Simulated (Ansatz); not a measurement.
## SnOs (built on the sites of a database entry of ZrRu): the cell at rest

Wanted: the relaxed cell of SnOs (built on the sites of a database entry of ZrRu).

Calculated with Ansatz 0.2.0; DFT PBE, scalar-relativistic, plane waves, norm-conserving pseudopotentials.

The structure was built from a prototype and need not be the compound's stable phase.

## Step 1: The structure

The structure is cubic, space group Pm-3m (No. 221). Conventional cell: a = 2.923 Å, b = 2.923 Å, c = 2.923 Å, α = 90.00°, β = 90.00°, γ = 90.00°. Sn has 8 Os at 2.53 Å nearest. Os has 8 Sn at 2.53 Å nearest. Farther neighbours are not listed.

## Step 2: A coarse first look

A quick single point on a coarse mesh tells whether the cell has a gap and how far it is from rest, which sets the k mesh and smearing that follow.

input.yaml reads:

```yaml
crystal:
  lattice:
    - [2.92291, 0.0, 0.0]
    - [0.0, 2.92291, 0.0]
    - [0.0, 0.0, 2.92291]
  atoms:
    - { symbol: Sn, position: [0.5, 0.5, 0.5] }
    - { symbol: Os, position: [0.0, 0.0, 0.0] }
kpoints:
  mp_grid: { grid: [6, 6, 6] }
hamiltonian:
  xc: pbe
  pseudopotentials: { kind: nc }
scf:
  occupations: { method: gaussian, width: 0.1 }
output:
  forces: true
  stress: true
  eigenvalues: true
```

Launch:

```bash
> ansatz run input.yaml --threads 4 --pin off --max-ram 7168MiB --backend cpu --events-out ev --progress --plain --runs-dir out
```

Numbers of over 12 decimals in the logs are rounded to 6 here.

The log of the run:

```text
Engine: ansatz 0.2.0, aarch64-unknown-linux-gnu
Pseudopotentials: kind: nc
Pseudopotential: Sn, nc, valence charge 14, recommended cutoff 979.609905 eV (normal), Sn.nc.azcp
Pseudopotential: Os, nc, valence charge 16, recommended cutoff 1006.821291 eV (normal), Os.nc.azcp
Functional definition: PBE
  parameter kappa = 0.804
  parameter beta = 0.066725
  exchange = pbe_x(kappa = kappa, mu = beta*pi^2/3)
[...]
--- Band table (eV; the first three rows and the last of 20) ---
  k-point 0: bands = [... 11 lower, 23.0989, 28.1742, 28.1742, 28.1742, 31.8404, 31.8404, 31.8404, 40.7085]
  k-point 1: bands = [... 11 lower, 23.1079, 26.7632, 26.7632, 28.1025, 30.0744, 33.8763, 33.8763, 39.5540]
  k-point 2: bands = [... 11 lower, 23.1263, 25.1879, 25.1879, 27.9599, 29.3914, 37.3761, 37.3761, 37.4936]
  k-point 19: bands = [... 11 lower, 20.3809, 26.4247, 30.1483, 30.1483, 32.3644, 32.3644, 32.3644, 35.3051]
[key lines of the parts left out:]
SCF converged after 9 iterations
Free energy (F): -4955.249552 eV
Fermi energy:    29.837254 eV
P = ⅓ Tr σ = 139.0969 GPa (1390.969 kbar)
```

It took 0.88 s on 4 threads of Arm Neoverse V2, shared host; peak memory 0.3 GiB; 3 s of CPU time.

This step gave:

```yaml
pressure: 139.1 GPa
volume_per_atom: 12.49 Å³
gap_on_the_k_mesh: 0 eV
```

The coarse mesh shows no gap and a pressure of 139.1 GPa.

## Step 3: Coarse relaxation

A rough relaxation comes first, because large forces or stress need no tight tolerances yet.

Changes to input.yaml since step 2:

```diff
@@ -19 +19,6 @@
   eigenvalues: true
+relax:
+  adjacent_minimum: "off"
+  f_tol: 0.05
+  max_steps: 80
+  cell: { stress_tol: 0.5 }
```

The log of the run:

```text
[...]
Crystal: 2 atoms, lattice volume = 24.972 Å³
Basis set: ecut = 1006.821291 eV, 1839 PW (Γ), exchange–correlation on 64×64×64 points (8 copies of the dense FFT grid, shifted against one another)
Bands: 19, of which v1, the nominal top of the filled ones, is band 15 counted from 1 (14 counted from 0)
Symmetry: 48 space group operations
[...]
k-points: 20 of 216
[...]
--- Relaxed structure (7 steps of the walk, 7 accepted, 2 SCFs on fresh bases) ---
  F+E_penalty+E_count = -4958.29827642 eV   max|allowed force component| = 8.474e-29 eV/Å   (the final SCF, on the basis selected at the relaxed cell)
  cell:  # Å, volume = 34.5227 Å³
    - [3.256130, 0, 0]
    - [0, 3.256130, 0]
    - [0, 0, 3.256130]
  atoms:
    - { symbol: Sn, position: [0.5, 0.5, 0.5] }
    - { symbol: Os, position: [0, 0, 0] }
[key lines of the parts left out:]
SCF converged after 5 iterations
Free energy (F): -4958.298276 eV
Fermi energy:    20.207408 eV
P = ⅓ Tr σ = 0.0606 GPa (0.606 kbar)
```

Elapsed: 7.4 s, on 4 threads; peak memory 0.35 GiB.

The steps of the relaxation:

```csv
step,energy less that of the first step (eV),largest force component (eV/Å),pressure (GPa),volume (Å³)
1,0.0000,0.0000,139.10,24.97
2,-2.2136,0.0000,55.25,28.80
3,-2.8967,0.0000,15.74,32.03
4,-2.9803,0.0000,2.63,33.53
5,-2.9830,0.0000,-0.05,33.87
6*,-3.0408,0.0000,3.93,33.87
7,-3.0483,0.0000,0.81,34.39
8,-3.0487,0.0000,0.07,34.52
9*,-3.0487,0.0000,0.06,34.52
```

Relaxation steps marked * repeat the geometry before them on a plane-wave basis chosen anew for their cell, so energy and pressure can jump there.

Forces are held to the 48 operations that the run works with; a distortion that breaks them can't arise in this run.

| conventional cell, symmetrised | before | after | change |
| --- | --- | --- | --- |
| a (Å) | 2.923 | 3.256 | +11.4 % |
| b (Å) | 2.923 | 3.256 | +11.4 % |
| c (Å) | 2.923 | 3.256 | +11.4 % |
| volume (Å³/atom) | 12.49 | 17.26 | +38.2 % |

The relaxed structure:

```xyz
2
Lattice="3.2561 0.0000 0.0000 0.0000 3.2561 0.0000 0.0000 0.0000 3.2561" Properties=species:S:1:pos:R:3 pbc="T T T"
Sn    1.6281    1.6281    1.6281
Os    0.0000    0.0000    0.0000
```

This step gave:

- pressure: 0.06056 GPa
- volume per atom: 17.26 Å³

In this step the volume went from 12.49 to 17.26 Å³/atom.

## Step 4: Relaxation

The cell and atoms are relaxed, since residual forces and stress would shift the frequencies.

input.yaml reads:

```yaml
crystal:
  lattice:
    - [3.2561303855, 0.0, 0.0]
    - [0.0, 3.2561303855, 0.0]
    - [0.0, 0.0, 3.2561303855]
  atoms:
    - { symbol: Sn, position: [0.5, 0.5, 0.5] }
    - { symbol: Os, position: [0.0, 0.0, 0.0] }
kpoints:
  mp_grid: { grid: [12, 12, 12] }
hamiltonian:
  xc: pbe
  pseudopotentials: { kind: nc }
scf:
  occupations: { method: gaussian, width: 0.1 }
output:
  forces: true
  stress: true
  eigenvalues: true
  write_density: true
  write_potential: true
  elf: true
  volumetric_format: npy
relax:
  adjacent_minimum: "off"
  f_tol: 0.005
  max_steps: 80
  cell: { stress_tol: 0.05 }
```

The log of the run:

```text
[...]
Crystal: 2 atoms, lattice volume = 34.523 Å³
Basis set: ecut = 1006.821291 eV, 2517 PW (Γ), exchange–correlation on 72×72×72 points (8 copies of the dense FFT grid, shifted against one another)
Bands: 19, of which v1, the nominal top of the filled ones, is band 15 counted from 1 (14 counted from 0)
Symmetry: 48 space group operations
[...]
k-points: 84 of 1728
[...]
SCF iter   1: F=—  HF=-4958.368156 eV  |F-HF|=—  |Δ(HF+E_count)|=         —  Δρ=3.89e-2  dr2=2.98e-1  ethr=3.10e-3  ⟨swp⟩=7.8  Hψ=9643  notcnv=0
[...]
SCF iter   7: F=-4958.272102 eV  HF=-4958.272102 eV  |F-HF|=4.12e-10  |Δ(HF+E_count)|=   2.59e-7  Δρ=1.38e-5  dr2=2.18e-8  ethr=3.33e-10  ⟨swp⟩=21.1  Hψ=20350  notcnv=0
SCF 1 converged in 7 iterations: F = -4958.272102 eV  dr2 = 2.18e-8
  Residual-converged pass: ⟨swp⟩=1.3  Hψ=1967  notcnv=0  max |occ|·‖R‖ = 7.1e-9 eV (tolerance 1.0e-8 eV)  dr2=2.18e-8  max |Δocc| = 2.0e-13
relax step   1: F+E_penalty+E_count = -4958.27210229 eV  Δ(F+E_penalty+E_count) = +0.000e0 eV  max|allowed force component| = 5.897e-28 eV/Å  Δτ_max = 0.0000 Å  P = -0.368 GPa  Ω = 34.523 Å³  (7 SCF iters, dr2 threshold 1.00e-7 eV, accepted)
Crystal: 2 atoms, lattice volume = 34.294 Å³
[...]
SCF iter   4: F=-4958.271723 eV  HF=-4958.271723 eV  |F-HF|=1.98e-8  |Δ(HF+E_count)|=   4.11e-7  Δρ=2.65e-5  dr2=1.29e-7  ethr=6.67e-10  ⟨swp⟩=16.6  Hψ=18458  notcnv=0
SCF 2 converged in 4 iterations: F = -4958.271723 eV  dr2 = 1.29e-7
[...]
relax step   2: F+E_penalty+E_count = -4958.27172326 eV  Δ(F+E_penalty+E_count) = +3.790e-4 eV  max|allowed force component| = 6.699e-29 eV/Å  Δτ_max = 0.0000 Å  P = +0.936 GPa  Ω = 34.294 Å³  energy of the carried Pulay correction = +1.998e-5 eV  (4 SCF iters, dr2 threshold 2.00e-7 eV, rejected (line search))
Crystal: 2 atoms, lattice volume = 34.458 Å³
[...]
SCF iter   7: F=-4958.272183 eV  HF=-4958.272183 eV  |F-HF|=1.82e-12  |Δ(HF+E_count)|=  9.09e-13  Δρ=6.88e-8  dr2=6.04e-13  ethr=1.00e-12  ⟨swp⟩=13.4  Hψ=12284  notcnv=0
SCF 3 converged in 7 iterations: F = -4958.272183 eV  dr2 = 6.04e-13
relax step   3: F+E_penalty+E_count = -4958.27218303 eV  Δ(F+E_penalty+E_count) = -8.074e-5 eV  max|allowed force component| = 3.349e-29 eV/Å  Δτ_max = 0.0000 Å  P = -0.003 GPa  Ω = 34.458 Å³  energy of the carried Pulay correction = +5.650e-6 eV  (7 SCF iters, accepted)
[...]
SCF iter   1: F=—  HF=-4958.272179 eV  |F-HF|=—  |Δ(HF+E_count)|=         —  Δρ=1.24e-6  dr2=4.11e-11  ethr=3.38e-8  ⟨swp⟩=8.6  Hψ=19254  notcnv=0
eigensolver tolerance schedule: the retry pair's looser diagonalisation over-reported the residual by 246540.26 of it (diagonalisation noise at an unbounded share of the residual, at the tolerance the schedule requests for it); recorded, not acted on — ethr = c·dr2/N_el stays at c = 1.0e-1
[...]
SCF iter   2: F=-4958.272178 eV  HF=-4958.272178 eV  |F-HF|=2.36e-11  |Δ(HF+E_count)|=   7.03e-7  Δρ=6.42e-7  dr2=1.62e-11  ethr=1.00e-12  ⟨swp⟩=14.0  Hψ=19254  notcnv=0
SCF 4 converged in 2 iterations: F = -4958.272178 eV  dr2 = 1.62e-11
relax step   4: F+E_penalty+E_count = -4958.27217789 eV  Δ(F+E_penalty+E_count) = +5.141e-6 eV  max|allowed force component| = 1.682e-28 eV/Å  Δτ_max = 0.0000 Å  P = -0.004 GPa  Ω = 34.458 Å³  stress off target by 3.55e-3 GPa  SCF on the basis re-selected at this cell (its energy is not comparable with the rows above)  (2 SCF iters)
basis re-selected at this cell: Δ(F+E_penalty+E_count) = +5.141e-6 eV, ΔP = -0.000 GPa vs the last step (what re-selecting the basis moved, of the pressure what is left beyond the Pulay correction that the steps carried, after the strain that the cell walked since its last selection, with what the two solves' SCF thresholds leave and, on support functions, any second-order correction that the steps lacked; it is no m [...]
SCF converged after 2 iterations
Free energy (F): -4958.272178 eV
[...]
Internal energy: -4958.270270 eV  (E = F + TS)
E sigma→0 (E₀):  -4958.271224 eV
Entropy (-TS):   -0.001908 eV (-0.954 meV/atom)
Fermi energy:    19.858847 eV
[...]
--- Stress (GPa, compression-positive) ---
       -0.003554      -0.000000       0.000000
       -0.000000      -0.003554       0.000000
        0.000000       0.000000      -0.003554
  P = ⅓ Tr σ = -0.0036 GPa (-0.036 kbar)
--- Band table (eV; the first three rows and the last of 84) ---
  k-point 0: bands = [... 11 lower, 16.0924, 19.2785, 19.2785, 19.2785, 22.1979, 22.1979, 22.1979, 26.6280]
  k-point 1: bands = [... 11 lower, 16.1101, 19.0019, 19.0019, 19.2761, 21.5514, 22.5998, 22.5998, 27.2098]
  k-point 2: bands = [... 11 lower, 16.1594, 18.4437, 18.4437, 19.2695, 20.4900, 23.5366, 23.5366, 27.9944]
  k-point 83: bands = [... 11 lower, 14.0794, 16.3541, 20.5327, 20.5327, 22.5027, 22.5027, 22.5027, 23.9427]
--- Relaxed structure (3 steps of the walk, 2 accepted, 1 SCFs on fresh bases) ---
[...]
cell:  # Å, volume = 34.4580 Å³
    - [3.254094, 0, 0.0]
    - [0, 3.254094, 0.0]
    - [0, 0.0, 3.254094]
  atoms:
    - { symbol: Sn, position: [0.5, 0.5, 0.5] }
    - { symbol: Os, position: [0.0, 0, 0] }
```

Elapsed: 15 s, on 4 threads; peak memory 0.44 GiB.

Little changed from the start: no atom moved by 0.005 Å and no cell edge by 0.1 %.

Numbers from this step:

- pressure: -0.003554 GPa
- volume per atom: 17.23 Å³

Valence density in the ac plane at fractional y = 0.000, with atoms of Os within 0.2 Å of it. It is the smooth field of the valence electrons, not physical close to the nuclei.

Ten even steps from '0' (0.2 e/Å³) to '9' (7.0 e/Å³), each cell a mean:
```
57962000000002697
88631000000001368
43210000000000123
00000000000000000
00000000000000000
00000000000000000
00000000000000000
00000000000000000
00000000000000000
22110000000000112
87531000000001357
68952000000002598
04972000000002794
```
Columns run along a (3.3 Å), rows up along c (3.3 Å). Atoms in or near the plane, at fractional coordinates: Os at (0.00, 0.00).

ELF in the ac plane at fractional y = 0.000, with atoms of Os within 0.2 Å of it. It is the smooth field of the valence electrons, not physical close to the nuclei.

Values, 13 rows by 14 columns, each cell a mean:
```
0.26 0.56 0.74 0.54 0.28 0.24 0.33 0.38 0.31 0.23 0.32 0.59 0.74 0.51
0.70 0.74 0.67 0.46 0.28 0.26 0.32 0.36 0.31 0.26 0.30 0.50 0.70 0.74
0.56 0.54 0.45 0.34 0.28 0.28 0.31 0.32 0.31 0.28 0.28 0.36 0.47 0.54
0.26 0.26 0.27 0.27 0.28 0.28 0.28 0.28 0.28 0.28 0.28 0.27 0.27 0.26
0.24 0.25 0.27 0.29 0.28 0.26 0.24 0.23 0.24 0.27 0.28 0.29 0.27 0.25
0.35 0.35 0.34 0.31 0.28 0.24 0.21 0.20 0.22 0.25 0.29 0.32 0.34 0.35
0.37 0.37 0.35 0.32 0.28 0.24 0.21 0.20 0.21 0.25 0.29 0.32 0.35 0.37
0.26 0.27 0.29 0.29 0.28 0.26 0.23 0.23 0.24 0.26 0.29 0.29 0.28 0.27
0.24 0.25 0.26 0.27 0.28 0.28 0.27 0.27 0.27 0.28 0.28 0.27 0.26 0.24
0.46 0.44 0.38 0.31 0.28 0.28 0.30 0.31 0.30 0.28 0.28 0.32 0.39 0.45
0.72 0.73 0.64 0.44 0.28 0.27 0.32 0.35 0.31 0.26 0.30 0.47 0.67 0.73
0.38 0.62 0.74 0.53 0.28 0.25 0.33 0.37 0.31 0.24 0.32 0.57 0.75 0.59
0.04 0.33 0.70 0.56 0.28 0.23 0.33 0.39 0.31 0.22 0.32 0.60 0.69 0.24
```
Columns run along a (3.3 Å), rows up along c (3.3 Å). Atoms in or near the plane, at fractional coordinates: Os at (0.00, 0.00).

Electrostatic potential energy in the ac plane at fractional y = 0.000, with atoms of Os within 0.2 Å of it. With pseudopotentials it is smooth inside the atoms' cores, unlike the true potential.

Ten even steps from '_' (-155 eV) to '@' (21 eV), each cell a mean:
```
____::++%%@@@@@@@@@@@@@@@@%%++::__
::--++##%%@@@@@@@@@@@@@@@@%%##++--
**##%%%%@@@@@@@@@@@@@@@@@@@@%%%%##
@@@@@@@@@@@@@@@@@@@@@@@@@@@@@@@@@@
@@@@@@@@@@@@@@@@@@@@@@@@@@@@@@@@@@
@@@@@@@@@@@@@@@@@@@@@@@@@@@@@@@@@@
@@@@@@@@@@@@@@@@@@@@@@@@@@@@@@@@@@
@@@@@@@@@@@@@@@@@@@@@@@@@@@@@@@@@@
@@@@@@@@@@@@@@@@@@@@@@@@@@@@@@@@@@
##%%%%@@@@@@@@@@@@@@@@@@@@@@@@%%%%
--==**##%%@@@@@@@@@@@@@@@@%%##**==
____--**%%@@@@@@@@@@@@@@@@%%**--__
____..++##@@@@@@@@@@@@@@@@##++..__
```
Columns run along a (3.3 Å; values clipped at the 3rd and 97th percentile), rows up along c (3.3 Å). Atoms in or near the plane, at fractional coordinates: Os at (0.00, 0.00).

In this step the volume went from 17.26 to 17.23 Å³/atom.

## Step 5: Relaxing to small forces for the phonons

Phonons need a cell at rest on their own settings, so the relaxation is repeated with tight tolerances on forces and stress on the k mesh and occupations of the first response run.

input.yaml reads:

```yaml
crystal:
  lattice:
    - [3.2540939977, 0.0, 0.0]
    - [0.0, 3.2540939977, 0.0]
    - [0.0, 0.0, 3.2540939977]
  atoms:
    - { symbol: Sn, position: [0.5, 0.5, 0.5] }
    - { symbol: Os, position: [0.0, 0.0, 0.0] }
kpoints:
  mp_grid: { grid: [12, 12, 12] }
hamiltonian:
  xc: pbe
  pseudopotentials: { kind: nc }
scf:
  occupations: { method: methfessel_paxton, width: 0.15 }
output:
  forces: true
  stress: true
  eigenvalues: true
relax:
  adjacent_minimum: "off"
  f_tol: 0.001
  max_steps: 60
  cell: { stress_tol: 0.01 }
```

The log of the run:

```text
[...]
Crystal: 2 atoms, lattice volume = 34.458 Å³
Basis set: ecut = 1006.821291 eV, 2517 PW (Γ), exchange–correlation on 72×72×72 points (8 copies of the dense FFT grid, shifted against one another)
Bands: 19, of which v1, the nominal top of the filled ones, is band 15 counted from 1 (14 counted from 0)
Symmetry: 48 space group operations
[...]
k-points: 84 of 1728
[...]
k-point 83: bands = [... 11 lower, 14.0825, 16.3581, 20.5382, 20.5382, 22.5075, 22.5075, 22.5075, 23.9485]
--- Relaxed structure (3 steps of the walk, 2 accepted, 1 SCFs on fresh bases) ---
[...]
cell:  # Å, volume = 34.4518 Å³
    - [3.253900, 0.0, 0.0]
    - [0.0, 3.253900, 0.0]
    - [0.0, 0.0, 3.253900]
  atoms:
    - { symbol: Sn, position: [0.5, 0.5, 0.5] }
    - { symbol: Os, position: [0, 0, 0.0] }
[key lines of the parts left out:]
SCF converged after 5 iterations
Free energy (F): -4958.270971 eV
Fermi energy:    19.856115 eV
P = ⅓ Tr σ = -0.0000 GPa (-0.000 kbar)
```

It took 13 s on 4 threads; peak memory 0.44 GiB.

Little changed from the start: no atom moved by 0.005 Å and no cell edge by 0.1 %.

Numbers from this step:

```yaml
pressure: -5.33e-6 GPa
```

The forces vanish by symmetry and the pressure is 0.000 GPa, within the tolerances set. The cell now holds 17.23 Å³/atom.

## Step 6: Summary of results

```
space group after relaxation (within 0.01 Å) : Pm-3m
lattice constant a                           : 3.254 Å
lattice constant b                           : 3.254 Å
lattice constant c                           : 3.254 Å
volume per atom                              : 17.2 Å³
```

The forces vanish by symmetry and the pressure is 0.000 GPa, within the tolerances set. The cell now holds 17.23 Å³/atom. The relaxation keeps the symmetry of its start, so it says nothing on stability against lower symmetry. Spin-orbit coupling is left out, which can matter for the heavy elements here. The starting cell was built on a prototype and not taken from a measurement, so the phase need not exist.

[Logs are printed without paths, hosts, clocks, repeated set-up lines and the standing remarks that a program may print on its own settings, such as how far it seeks lower states.]

[Hosts, paths, dates, database ids (printed as entryN), source tags and the programs' standing remarks are cut or masked in the printed files.]
